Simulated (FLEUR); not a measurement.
## Nickel: parallel and opposed starts

Aim: find out whether Nickel carries moments, and which collinear order costs least.

Calculated with FLEUR MaX-R8.1; LDA (VWN); all-electron FLAPW, Dirac cores, scalar-relativistic bands.

Report form: the programs' logs are mostly left out.

## Step 1: The starting structure

The structure is cubic, space group Fm-3m (No. 225). Conventional cell: a = 3.524 Å, b = 3.524 Å, c = 3.524 Å, α = 90.00°, β = 90.00°, γ = 90.00°. Nearest to Ni lie 12 Ni at 2.49 Å.

As a file:

```
Ni
1.0
     0.00000    1.76194    1.76194
     1.76194    0.00000    1.76194
     1.76194    1.76194    0.00000
Ni
1
Cartesian
  0.0000 0.0000 0.0000
```

## Step 2: Run 1 (ferro +)

The parallel start comes first: it shows whether parallel moments hold.

inpgen writes inp.xml from crystal.txt; cutoffs, mixing, functional, smearing and local orbitals are then set in the file. The k list default-1 (kpts.xml, not shown) is a Γ-centred 18×18×18 mesh; where the ranks do not divide the number of points, some are split in two of half the weight.

File inp.xml:

```
<?xml version="1.0" encoding="UTF-8" standalone="no"?>
<fleurInput fleurInputVersion="0.39">
   <comment>
      Ni
   </comment>
   <calculationSetup>
      <cutoffs Kmax="3.6" Gmax="10.8" GmaxXC="10.8" numbands="0"/>
      <scfLoop itmax="90" minDistance="0.00002" maxIterBroyd="15" imix="Anderson" alpha="0.05" precondParam="0.0" spinf="2.0" sdNocoIR="T"/>
      <coreElectrons ctail="T" frcor="F" kcrel="1" coretail_lmax="0"/>
      <xcFunctional name="vwn" relativisticCorrections="F"/>
      <magnetism jspins="2"/>
      <soc l_soc="F" theta="0.0" phi="0.0" spav="F"/>
      <expertModes spex="0" secvar="F"/>
      <geometryOptimization l_f="F" forcealpha="1.0" forcemix="BFGS" epsdisp="0.00001" epsforce="0.00001"/>
      <ldaU l_linMix="F" mixParam="0.05" spinf="1.0"/>
   </calculationSetup>
   <cell>
      <bzIntegration valenceElectrons="18.0" mode="hist" fermiSmearingEnergy="0.00183747">
         <kPointListSelection listName="default-1"/>
         <xi:include xmlns:xi="http://www.w3.org/2001/XInclude" href="kpts.xml"> </xi:include>
      </bzIntegration>
      <xi:include xmlns:xi="http://www.w3.org/2001/XInclude" href="sym.xml"> </xi:include>
      <bulkLattice scale="1.0">
         <bravaisMatrix>
            <row-1>    0.0000000000000000     3.3295745993471009     3.3295745993471009</row-1>
            <row-2>    3.3295745993471009     0.0000000000000000     3.3295745993471009</row-2>
            <row-3>    3.3295745993471009     3.3295745993471009     0.0000000000000000</row-3>
         </bravaisMatrix>
      </bulkLattice>
   </cell>
   <atomSpecies>
      <species name="Nickel (Ni1.000" element="Ni" atomicNumber="28">
         <mtSphere radius="2.3" gridPoints="761" logIncrement="0.016"/>
         <atomicCutoffs lmax="8" lnonsphr="6"/>
         <electronConfig flipSpins="F">
            <coreConfig>(1s1/2) (2s1/2) (2p1/2) (2p3/2)</coreConfig>
            <valenceConfig>(3s1/2) (3p1/2) (3p3/2) (4s1/2) (3d3/2) (3d5/2)</valenceConfig>
            <stateOccupation state="(3d3/2)" spinUp="1.6" spinDown="1.6"/>
            <stateOccupation state="(3d5/2)" spinUp="2.9" spinDown="1.9"/>
         </electronConfig>
         <energyParameters s="4" p="4" d="3" f="4"/>
         <lo type="SCLO" l="0" n="3" eDeriv="0"/>
         <lo type="SCLO" l="1" n="3" eDeriv="0"/>
      </species>
   </atomSpecies>
   <atomGroups>
      <atomGroup species="Nickel (Ni1.000">
         <relPos label="                   1">.0000000000 .0000000000 .0000000000</relPos>
         <force calculate="T" relaxXYZ="TTT"/>
      </atomGroup>
   </atomGroups>
   <output dos="F" band="F" slice="F">
      <bandDOS minEnergy="-.5*Htr" maxEnergy="0.5*Htr" sigma="0.015" storeEVData="T"/>
      <plotting iplot="0" polar="F">
         <plot TwoD="T" vec1="  1.0  0.0  0.0" vec2="  0.0  1.0  0.0" vec3="  0.0  0.0  1.0" zero="  0.0  0.0  0.0" file="plot"/>
      </plotting>
      <moessbauerParams electricFieldGradient="F" isomerShift="T" coreHyperfine="T" valenceHyperfine="T"/>
   </output>
</fleurInput>
```

File crystal.txt:

```
Ni
&input film=F cartesian=F /
0.00000000000  1.76193500000  1.76193500000
1.76193500000  0.00000000000  1.76193500000
1.76193500000  1.76193500000  0.00000000000
1.8897261246
1.0 1.0 1.0

1
28 0.00000000000  0.00000000000  0.00000000000 : 1.000

&kpt div1=18 div2=18 div3=18 gamma=T /
```

Launch:

```bash
$ OMP_NUM_THREADS=1 inpgen -f crystal.txt > inpgen.log  # inp.xml is then edited as shown
$ OMP_NUM_THREADS=1 mpirun -n 4 fleur_MPI > fleur.log
```

Wall time 6.4 s (4 MPI ranks of Arm Neoverse V1, shared host); peak memory 0.16 GiB.

This step gave:

```
free energy                                                       : -41317.9502 eV
program's band gap on this mesh (in a metal only a level spacing) : 0.009658 eV
magnetization                                                     : 0.6086 μB
final state                                                       : ferromagnetic
largest moment                                                    : 0.6299 μB
```

After 15 cycles the largest moment stands at 0.630 μB.

## Step 3: Order 2, typed as antiferro q=(0,1/2,1/2) +-

Another pattern of signs weighs the neighbour shells otherwise.

This order needs a doubled cell of 2 atoms. The mesh is halved along the doubled vector, so that both cells sample the same points. The k list default-1 (kpts.xml, not shown) is a Γ-centred 18×9×18 mesh.

inp.xml: that of step 2 with these lines changed.

```diff
@@ -17,3 +17,3 @@
    <cell>
-      <bzIntegration valenceElectrons="18.0" mode="hist" fermiSmearingEnergy="0.00183747">
+      <bzIntegration valenceElectrons="36.0" mode="hist" fermiSmearingEnergy="0.00183747">
          <kPointListSelection listName="default-1"/>
@@ -25,4 +25,4 @@
             <row-1>    0.0000000000000000     3.3295745993471009     3.3295745993471009</row-1>
-            <row-2>    3.3295745993471009     0.0000000000000000     3.3295745993471009</row-2>
-            <row-3>    3.3295745993471009     3.3295745993471009     0.0000000000000000</row-3>
+            <row-2>    6.6591491986942017     0.0000000000000000     6.6591491986942017</row-2>
+            <row-3>    6.6591491986942017     3.3295745993471009     3.3295745993471009</row-3>
          </bravaisMatrix>
@@ -44,2 +44,15 @@
       </species>
+      <species name="Nickel (Ni-1.000" element="Ni" atomicNumber="28">
+         <mtSphere radius="2.3" gridPoints="761" logIncrement="0.016"/>
+         <atomicCutoffs lmax="8" lnonsphr="6"/>
+         <electronConfig flipSpins="F">
+            <coreConfig>(1s1/2) (2s1/2) (2p1/2) (2p3/2)</coreConfig>
+            <valenceConfig>(3s1/2) (3p1/2) (3p3/2) (4s1/2) (3d3/2) (3d5/2)</valenceConfig>
+            <stateOccupation state="(3d3/2)" spinUp="1.6" spinDown="1.6"/>
+            <stateOccupation state="(3d5/2)" spinUp="1.9" spinDown="2.9"/>
+         </electronConfig>
+         <energyParameters s="4" p="4" d="3" f="4"/>
+         <lo type="SCLO" l="0" n="3" eDeriv="0"/>
+         <lo type="SCLO" l="1" n="3" eDeriv="0"/>
+      </species>
    </atomSpecies>
@@ -48,2 +61,6 @@
          <relPos label="                   1">.0000000000 .0000000000 .0000000000</relPos>
+         <force calculate="T" relaxXYZ="TTT"/>
+      </atomGroup>
+      <atomGroup species="Nickel (Ni-1.000">
+         <relPos label="                   2">.0000000000 1.000/2.000 .0000000000</relPos>
          <force calculate="T" relaxXYZ="TTT"/>
```

File crystal.txt:

```
Ni
&input film=F cartesian=F /
0.00000000000  1.76193500000  1.76193500000
3.52387000000  0.00000000000  3.52387000000
3.52387000000  1.76193500000  1.76193500000
1.8897261246
1.0 1.0 1.0

2
28 0.00000000000  0.00000000000  0.00000000000 : 1.000
28 0.00000000000  0.50000000000  0.00000000000 : -1.000

&kpt div1=18 div2=9 div3=18 gamma=T /
```

Run time: 4.1 min. Hardware: 4 MPI ranks; peak memory 0.27 GiB.

Read from the output:

* free energy: -82635.8152 eV
* final state: non-magnetic

It lies 42.6 meV a seeded atom over the first start.

## Step 4: Start 3: no spin polarisation

A spinless run gives the zero against which the gain from the moments is read.

The k list default-1 (kpts.xml, not shown) is a Γ-centred 18×18×18 mesh.

File inp.xml:

```
<?xml version="1.0" encoding="UTF-8" standalone="no"?>
<fleurInput fleurInputVersion="0.39">
   <comment>
      Ni
   </comment>
   <calculationSetup>
      <cutoffs Kmax="3.6" Gmax="10.8" GmaxXC="10.8" numbands="0"/>
      <scfLoop itmax="90" minDistance="0.00002" maxIterBroyd="15" imix="Anderson" alpha="0.05" precondParam="0.0" spinf="2.0" sdNocoIR="T"/>
      <coreElectrons ctail="T" frcor="F" kcrel="1" coretail_lmax="0"/>
      <xcFunctional name="vwn" relativisticCorrections="F"/>
      <magnetism jspins="1"/>
      <soc l_soc="F" theta="0.0" phi="0.0" spav="F"/>
      <expertModes spex="0" secvar="F"/>
      <geometryOptimization l_f="F" forcealpha="1.0" forcemix="BFGS" epsdisp="0.00001" epsforce="0.00001"/>
      <ldaU l_linMix="F" mixParam="0.05" spinf="1.0"/>
   </calculationSetup>
   <cell>
      <bzIntegration valenceElectrons="18.0" mode="hist" fermiSmearingEnergy="0.00183747">
         <kPointListSelection listName="default-1"/>
         <xi:include xmlns:xi="http://www.w3.org/2001/XInclude" href="kpts.xml"> </xi:include>
      </bzIntegration>
      <xi:include xmlns:xi="http://www.w3.org/2001/XInclude" href="sym.xml"> </xi:include>
      <bulkLattice scale="1.0">
         <bravaisMatrix>
            <row-1>    0.0000000000000000     3.3295745993471009     3.3295745993471009</row-1>
            <row-2>    3.3295745993471009     0.0000000000000000     3.3295745993471009</row-2>
            <row-3>    3.3295745993471009     3.3295745993471009     0.0000000000000000</row-3>
         </bravaisMatrix>
      </bulkLattice>
   </cell>
   <atomSpecies>
      <species name="Nickel (Ni)" element="Ni" atomicNumber="28">
         <mtSphere radius="2.3" gridPoints="761" logIncrement="0.016"/>
         <atomicCutoffs lmax="8" lnonsphr="6"/>
         <electronConfig flipSpins="F">
            <coreConfig>(1s1/2) (2s1/2) (2p1/2) (2p3/2)</coreConfig>
            <valenceConfig>(3s1/2) (3p1/2) (3p3/2) (4s1/2) (3d3/2) (3d5/2)</valenceConfig>
            <stateOccupation state="(3d3/2)" spinUp="1.600000" spinDown="1.600000"/>
            <stateOccupation state="(3d5/2)" spinUp="2.400000" spinDown="2.400000"/>
         </electronConfig>
         <energyParameters s="4" p="4" d="3" f="4"/>
         <lo type="SCLO" l="0" n="3" eDeriv="0"/>
         <lo type="SCLO" l="1" n="3" eDeriv="0"/>
      </species>
   </atomSpecies>
   <atomGroups>
      <atomGroup species="Nickel (Ni)">
         <relPos label="                   1">.0000000000 .0000000000 .0000000000</relPos>
         <force calculate="T" relaxXYZ="TTT"/>
      </atomGroup>
   </atomGroups>
   <output dos="F" band="F" slice="F">
      <bandDOS minEnergy="-.5*Htr" maxEnergy="0.5*Htr" sigma="0.015" storeEVData="T"/>
      <plotting iplot="0" polar="F">
         <plot TwoD="T" vec1="  1.0  0.0  0.0" vec2="  0.0  1.0  0.0" vec3="  0.0  0.0  1.0" zero="  0.0  0.0  0.0" file="plot"/>
      </plotting>
      <moessbauerParams electricFieldGradient="F" isomerShift="T" coreHyperfine="T" valenceHyperfine="T"/>
   </output>
</fleurInput>
```

File crystal.txt:

```
Ni
&input film=F cartesian=F /
0.00000000000  1.76193500000  1.76193500000
1.76193500000  0.00000000000  1.76193500000
1.76193500000  1.76193500000  0.00000000000
1.8897261246
1.0 1.0 1.0

1
28 0.00000000000  0.00000000000  0.00000000000

&kpt div1=18 div2=18 div3=18 gamma=T /
```

Wall time 2.7 s (4 MPI ranks); peak memory 0.17 GiB.

Numbers from this step:

| Item | Value |
| --- | --- |
| free energy | -41317.9075 eV |
| program's band gap on this mesh (in a metal only a level spacing) | 0.001625 eV |
| final state | non-magnetic (no spin polarisation) |

It lies 42.6 meV a seeded atom over the first start.

## Step 5: Energies of the orders

Free energies are divided by the number of seeded atoms, so that cells of unlike size compare. Wavevectors q in the names are fractions of the primitive cell's reciprocal vectors.

Orders:

```csv
start,final state,typed order kept,energy over the lowest (meV a seeded atom),largest sphere moment (μB),net moment (μB a primitive cell),mesh matched,CPU time (s)
ferro +,ferromagnetic,yes,0,0.6299,0.6086,yes,25.24
"antiferro q=(0,1/2,1/2) +-",non-magnetic,no,42.56,0,0,yes,980.2
no spin polarisation,non-magnetic,-,42.64,0,0,yes,10.67
```

## Step 6: Spin–orbit coupling, moments along [001]

Spin–orbit coupling ties the spins to the lattice and lets orbital moments form.

A new self-consistent run of the start ferro +, with the moments along z.

inp.xml: that of step 2 with these lines changed.

```diff
@@ -6,3 +6,3 @@
    <calculationSetup>
-      <cutoffs Kmax="3.6" Gmax="10.8" GmaxXC="10.8" numbands="0"/>
+      <cutoffs Kmax="3.6" Gmax="10.8" GmaxXC="10.8" numbands="38"/>
       <scfLoop itmax="90" minDistance="0.00002" maxIterBroyd="15" imix="Anderson" alpha="0.05" precondParam="0.0" spinf="2.0" sdNocoIR="T"/>
@@ -11,3 +11,3 @@
       <magnetism jspins="2"/>
-      <soc l_soc="F" theta="0.0" phi="0.0" spav="F"/>
+      <soc l_soc="T" theta="0.0" phi="0.0" spav="F"/>
       <expertModes spex="0" secvar="F"/>
```

crystal.txt: that of step 2 with these lines changed.

```diff
@@ -11,2 +11,3 @@
 
+&soc 0.0000000 0.0000000 /
 &kpt div1=18 div2=18 div3=18 gamma=T /
```

The job ended after 62 s (4 MPI ranks; peak memory 0.31 GiB; 4.1 min of CPU time).

Read from the output:

```yaml
free_energy: -41317.9753 eV
program_s_band_gap_on_this_mesh_in_a_metal_only_a_level_spacing: 0 eV
magnetization: 0.6052 μB
final_state: ferromagnetic
largest_moment: 0.6264 μB
orbital_moment_along_the_spin: 0.04748 μB
```

Orbital moment in the sphere, along the spin axis by atom:

```csv
atom,"orbital moment in the sphere, along the spin axis (μB)"
Ni1,0.0475
```

Fields along z, the direction of positive moments; semicore shells count as valence. Hyperfine fields at the nuclei:

```csv
atom,core contact (T),valence contact (T),dipolar (T),orbital (T),sum (T),density at the nucleus (e/bohr³)
Ni1,-18.91,9.47,-0.01154,4.175,-5.273,19585
```

## Step 7: Results

```
lowest state found                                                          : ferromagnetic (typed ferro +)
largest site spin moment                                                    : 0.630 μB
next finished state                                                         : non-magnetic, 42.6 meV a seeded atom higher
energy gained by spin polarisation                                          : 42.6 meV a seeded atom
hyperfine field at Ni1, along its moment                                    : -5.27 T
orbital moment on the atom of largest spin, along its spin (spin–orbit run) : 0.0475 μB
```

What this shows: The lowest state found is ferromagnetic, reached from the start ferro +, with moments up to 0.630 μB. 1 start left the typed pattern (a sign turned, or a seeded moment died or shrank under 0.15 μB), so such an energy belongs to the state reached, not the one typed. At Ni1 the core shells give -18.9 T and the valence and semicore s states 9.47 T along the moment, -15.1 T per μB together; orbital and dipolar parts add 4.2 T. Semilocal functionals tend to give too weak a core polarisation. On the atom of largest spin the orbital moment is almost quenched. This is the lowest of 3 finished starts, no proof of the ground state.

[Logs and program files are shortened in this print: banners, set-up blocks, solver, clock and traceback lines can be left out without a mark of their own.]

[Logs are printed without paths, hosts, clocks, repeated set-up lines and the standing remarks that a program may print on its own settings, such as how far it seeks lower states.]

[Hosts, paths, dates, database ids (printed as entryN), source tags and the programs' standing remarks are cut or masked in the printed files.]

[Where a cell is said to come from a database of computed structures, the database is the Materials Project.]
